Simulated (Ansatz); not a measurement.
# AlBP2 (built on the sites of a database entry of BP): from the cell to its phonons, part 2 of 3

Task: relax AlBP2 (built on the sites of a database entry of BP), then find its harmonic phonons.

Ansatz 0.2.0; DFT PBEsol, scalar-relativistic, plane waves, norm-conserving pseudopotentials.

So far. Step 4 (Relaxing to small forces for the phonons): The largest force component left is 0.46 meV/Å and the pressure is -0.001 GPa, within the tolerances set. The cell now holds 15.77 Å³/atom. The relaxed cell has a = 3.487, c = 5.990 Å (conventional setting).

The structure was built from a prototype and need not be the compound's stable phase.

### Step 5. Modes at Γ

The zone centre comes first: it holds the modes that light can see, as far as symmetry allows. The response to a homogeneous field gives the Born charges and the dielectric tensor.

input.yaml

```yaml
crystal:
  lattice:
    - [3.4872035815, 2.9296e-06, 0.0]
    - [-1.7436043278, 3.0200054249, 0.0]
    - [0.0, 0.0, 5.9898400122]
  atoms:
    - { symbol: Al, position: [0.6666666667, 0.3333333333, 0.5068462916] }
    - { symbol: B, position: [0.3333333333, 0.6666666667, 0.0049608715] }
    - { symbol: P, position: [0.6666666667, 0.3333333333, 0.9031568127] }
    - { symbol: P, position: [0.3333333333, 0.6666666667, 0.3350360242] }
kpoints:
  mp_grid: { grid: [12, 12, 6] }
hamiltonian:
  xc: pbesol
  pseudopotentials: { kind: nc }
scf:
  occupations: { method: fixed }
output:
  eigenvalues: true
phonons:
  method: dfpt
  dielectric: true
  rigid_motions: translations
```

Started as:

```bash
ansatz run input.yaml --threads 4 --pin off --max-ram 7168MiB --backend cpu --events-out ev --progress --plain --runs-dir out
```

Numbers of over 12 decimals in the logs are rounded to 6 here.

The log of the run:

```text
[...]
Crystal: 4 atoms, lattice volume = 63.081 Å³
Basis set: ecut = 1034.032677 eV, 4729 PW (Γ), exchange–correlation on 80×80×128 points (8 copies of the dense FFT grid, shifted against one another)
Bands: 12, of which v1, the nominal top of the filled ones, is band 8 counted from 1 (7 counted from 0)
Symmetry: 6 space group operations
k-points: 242 of 864 (irreducible under 2 space group operations, time reversal used)
[...]
SCF iter   1: F=—  HF=-521.359076 eV  |F-HF|=—  |Δ(HF+E_count)|=         —  Δρ=5.71e-2  dr2=2.59e0  ethr=3.10e-3  ⟨swp⟩=5.2  Hψ=17791  notcnv=0  defer=402
[...]
SCF iter  11: F=-520.506994 eV  HF=-520.506994 eV  |F-HF|=1.36e-12  |Δ(HF+E_count)|=  1.12e-10  Δρ=8.84e-8  dr2=5.19e-12  ethr=1.00e-12  ⟨swp⟩=10.5  Hψ=24448  notcnv=0
SCF 1 converged in 11 iterations: F = -520.506994 eV  dr2 = 5.19e-12
NSCF: frozen V_eff on 110 k-points
DFPT response loops at Γ: preconditioner auto → Resta (q_TF=auto, 2.171 Å⁻¹)  ε∞=13.8 (no band partly filled); β = 1.00, the filter's whole step (`scf.mixing.beta` (0.50) is not read by the response loops at its default; to damp them type it under 1.00, their step now; it binds the ground state too); Broyden in place of MSR1
── the response to a field inside a basis, on 12×12×6 k-points: an SCF that follows is theirs, and a resumed run solves both again ──
Bands: 9, of which v1, the nominal top of the filled ones, is band 8 counted from 1 (7 counted from 0)
k-points: 234 of 864 (irreducible under 2 space group operations, time reversal used)
[...]
Eigensolver: Dense (234 Hₖ)
SCF iter   1: F=—  HF=-520.504848 eV  |F-HF|=—  |Δ(HF+E_count)|=         —  Δρ=4.76e-5  dr2=3.37e-7  ethr=1.00e-1
[...]
SCF iter   2: F=-520.504849 eV  HF=-520.504849 eV  |F-HF|=1.47e-7  |Δ(HF+E_count)|=   4.33e-7  Δρ=2.37e-5  dr2=7.79e-8  ethr=2.11e-9
SCF 1 converged in 2 iterations: F = -520.504849 eV  dr2 = 7.79e-8
[...]
WARN: field response: ε∞ stands inside a basis, on 12×12×6 points; the force constants stand on the 12×12×6 k-mesh, whose period is 12.12 times the interband length at k = (0.0000, 0.0000, 0.0000), direct gap 1.212 eV, under 14: take them and everything formed from them as unconverged, and compare with a denser kpoints.mp_grid
SCF converged after 11 iterations
Free energy (F): -520.506994 eV
[...]
Internal energy: -520.506994 eV  (E = F + TS)
E sigma→0 (E₀):  -520.506994 eV
Fermi energy:    7.665254 eV
[...]
--- Band table (eV; the first three rows and the last of 242) ---
  k-point 0: bands = [... 4 lower, 5.2218, 6.4317, 7.6653, 7.6653, 8.8772, 9.6736, 10.1772, 10.1772]
  k-point 1: bands = [... 4 lower, 5.2453, 5.6250, 7.5922, 7.5922, 8.9686, 10.1237, 10.2414, 10.2414]
  k-point 2: bands = [... 4 lower, 5.2955, 5.2955, 7.4493, 7.4493, 9.0755, 10.3775, 10.3775, 10.5175]
  k-point 241: bands = [... 4 lower, 2.2030, 3.6625, 3.9945, 5.2191, 9.0750, 10.5161, 11.3999, 11.8973]
--- Phonons (Γ-DFPT): 8 representative perturbations + reference, on 242 of 864 k-points (Σ response iterations 24) ---
  k mesh reduced under 2 symmetry operations, with k and −k counted as one. Each operation leaves every solved perturbation unchanged. A smaller set is not considered because the run solves the response to a homogeneous field
  ASR residual: 3.034e-5 → 0.000e0 eV/Å²; symmetrization residual: 2.941e-5 eV/Å²
  ASR residual per site (eV/Å²): 1.42e-5 3.03e-5 2.92e-5 2.83e-5
  Γ frequencies (cm⁻¹): 0.00 0.00 0.00 120.23 120.23 434.15 481.42 481.42 483.46 582.96 582.96 695.04
  ε∞ (high-frequency dielectric tensor):
        9.868731    -0.000000    -0.000000
       -0.000000     9.868731     0.000000
       -0.000000     0.000000    10.580021
  ε⁰ (static dielectric tensor: ions relaxed, cell fixed):
       10.766576    -0.000000    -0.000000
       -0.000000    10.766576     0.000000
       -0.000000     0.000000    11.713651
  ε⁰ − ε∞ (ionic part):
        0.897845    -0.000000     0.000000
       -0.000000     0.897845     0.000000
        0.000000     0.000000     1.133630
  softest optical mode at Γ: 120.23 cm⁻¹; the repairs (sum rule, projections) moved no ω² at Γ by more than (3.11 cm⁻¹)²
  Born effective charges Z* (e; rows j = field, columns β = displacement):
    site 0:
         1.83459   -0.00000   -0.00000
        -0.00000    1.83459    0.00000
        -0.00000    0.00000    2.18730
    site 1:
         0.57457   -0.00000   -0.00000
         0.00000    0.57457   -0.00000
         0.00000   -0.00000    0.66862
    site 2:
        -0.74373    0.00000    0.00000
         0.00000   -0.74373   -0.00000
         0.00000   -0.00000   -0.53148
    site 3:
        -1.66544    0.00000   -0.00000
         0.00000   -1.66544    0.00000
        -0.00000    0.00000   -2.32445
  Z* charge neutrality: 4.367e-3 e pre-enforcement
  solved inside a basis spanned on kpoints, on 12×12×6 k-points, its susceptibility summed on 16×16×8: ε∞ is read to err by 5.6e-2, Z* by 2.0e-2 e (field_mesh: kpoints solves on kpoints); Z* is corrected for what the basis lacks
  optical modes at Γ without the LO–TO term, one row a degenerate level:
      ω (cm⁻¹)  modes    IR ((D/Å)²/amu)
        120.23      2             0.0865
        434.15      1             0.8323
        481.42      2             8.5345
        483.46      1             5.2646
        582.96      2             3.4998
        695.04      1             3.1829
  optical modes at Γ + LO–TO along q̂ = [1.0000, 0.0000, 0.0000]:
      ω (cm⁻¹)  modes    IR ((D/Å)²/amu)
        120.23      1             0.0433
        120.79      1             0.0367
        434.15      1             0.8323
        481.42      1             4.2673
        483.46      1             5.2646
        495.50      1             3.7442
        582.96      1             1.7499
        588.82      1             2.2795
        695.04      1             3.1829
  optical modes at Γ + LO–TO along q̂ = [0.0000, 1.0000, 0.0000]:
      ω (cm⁻¹)  modes    IR ((D/Å)²/amu)
        120.23      1             0.0433
        120.79      1             0.0367
        434.15      1             0.8323
        481.42      1             4.2673
        483.46      1             5.2646
        495.50      1             3.7442
        582.96      1             1.7499
        588.82      1             2.2795
        695.04      1             3.1829
  optical modes at Γ + LO–TO along q̂ = [0.0000, 0.0000, 1.0000]:
      ω (cm⁻¹)  modes    IR ((D/Å)²/amu)
        120.23      2             0.0865
        436.30      1             0.4064
        481.42      2             8.5345
        500.54      1             5.1789
        582.96      2             3.4998
        702.90      1             3.6945
```

Elapsed: 5.4 min, on 4 threads of Arm Neoverse N1, shared host; peak memory 3.2 GiB; 21 min of CPU time.

Numbers from this step:

```yaml
sum_rule_residual_before_enforcement: 3.03e-5 eV/Å²
miss_of_the_charge_sum_rule: 0.004367 e
estimated_error_of_the_dielectric_tensor: 0.05643
estimated_error_of_the_born_charges: 0.02003 e
point_group: 3m
highest_optical_mode_at_the_zone_centre_no_lo_to_term: 695.0 cm⁻¹
lowest_optical_zone_centre_mode: 120.2 cm⁻¹
mean_high_frequency_dielectric_constant: 10.11
largest_born_charge_third_of_the_trace: 1.952 e
mean_static_dielectric_constant: 11.08
top_of_the_zone_centre_spectrum_with_the_field: 702.9 cm⁻¹
```

Without the LO-TO term. Patterns of degenerate modes are one choice out of their space. The modes at Γ (shares of kinetic energy by element, %):

```
mode  frequency (cm⁻¹)  symmetry  Al %  B %  P %
   1               0.0  acoustic    27   11   62
   2               0.0  acoustic    27   11   62
   3               0.0  acoustic    27   11   62
   4             120.2         E    20   13   68
   5             120.2         E    20   13   68
   6             434.1        A1     0    0  100
   7             481.4         E    53    1   46
   8             481.4         E    53    1   46
   9             483.5        A1    73    7   21
  10             583.0         E     1   75   24
  11             583.0         E     1   75   24
  12             695.0        A1     0   82   17
```

Displacements in mode 4 (120.2 cm⁻¹), the largest set to 1:
```
Al1 -0.16 -0.71  0.00
B2   0.20  0.90  0.00
P3   0.23  1.00  0.00
P4  -0.16 -0.70  0.00
```

Displacements in mode 8 (481.4 cm⁻¹), the largest set to 1:
```
Al1 -0.02  1.00  0.00
B2   0.01 -0.25  0.00
P3   0.00  0.08  0.00
P4   0.02 -0.87  0.00
```

Optical modes at the zone centre, without and with the macroscopic field of the longitudinal modes; each column is sorted by frequency, so a row need not hold one and the same mode. Modes with and without the field, by row:

```
rank among optical modes  no field (cm⁻¹)  q along (1, 0, 0) (cm⁻¹)  q along (0, 0, 1) (cm⁻¹)
                       1            120.2                     120.2                     120.2
                       2            120.2                     120.8                     120.2
                       3            434.1                     434.1                     436.3
                       4            481.4                     481.4                     481.4
                       5            481.4                     483.5                     481.4
                       6            483.5                     495.5                     500.5
                       7              583                       583                       583
                       8              583                     588.8                       583
                       9              695                       695                     702.9
```

Born charge (rows field, columns displacement) (e), principal values of the symmetric part by kind of site:

```
atom  atoms with these values    low  middle   high   mean
 Al1                        1   1.83    1.83   2.19   1.95
  B2                        1   0.57    0.57   0.67   0.61
  P3                        1  -0.74   -0.74  -0.53  -0.67
  P4                        1  -2.32   -1.67  -1.67  -1.89
```

In full for Al1:

```
1.83 0.00 0.00
0.00 1.83 0.00
0.00 0.00 2.19
```

High-frequency dielectric tensor:

```
 9.87  0.00  0.00
 0.00  9.87  0.00
 0.00  0.00 10.58
```

Static dielectric tensor (ions relaxed, fixed cell):

```
10.77  0.00  0.00
 0.00 10.77  0.00
 0.00  0.00 11.71
```

Transverse modes. Lines of the infrared spectrum (strongest = 100):

```
position (cm⁻¹)  label  relative intensity
            120      E                 1.0
            434     A1                  10
            481      E                 100
            484     A1                  62
            583      E                  41
            695     A1                  37
```

Before it was imposed, the acoustic sum rule was missed by 3.0e-5 eV/Å² and the charge sum rule by 0.0044 e. Small misses are needed for a sound result but don't prove that mesh and cutoff are converged. The lowest optical mode is real, 120 cm⁻¹.

The log warns of the k mesh: “the force constants stand on the 12×12×6 k-mesh, whose period is 12.12 times the interband length at k = (0.0000, 0.0000, 0.0000), direct gap 1.212 eV, under 14: take them and everything formed from them as unconverged”.

[end of part 2 of 3]

[Logs are printed without paths, hosts, clocks, repeated set-up lines and the standing remarks that a program may print on its own settings, such as how far it seeks lower states.]

[Hosts, paths, dates, database ids (printed as entryN), source tags and the programs' standing remarks are cut or masked in the printed files.]
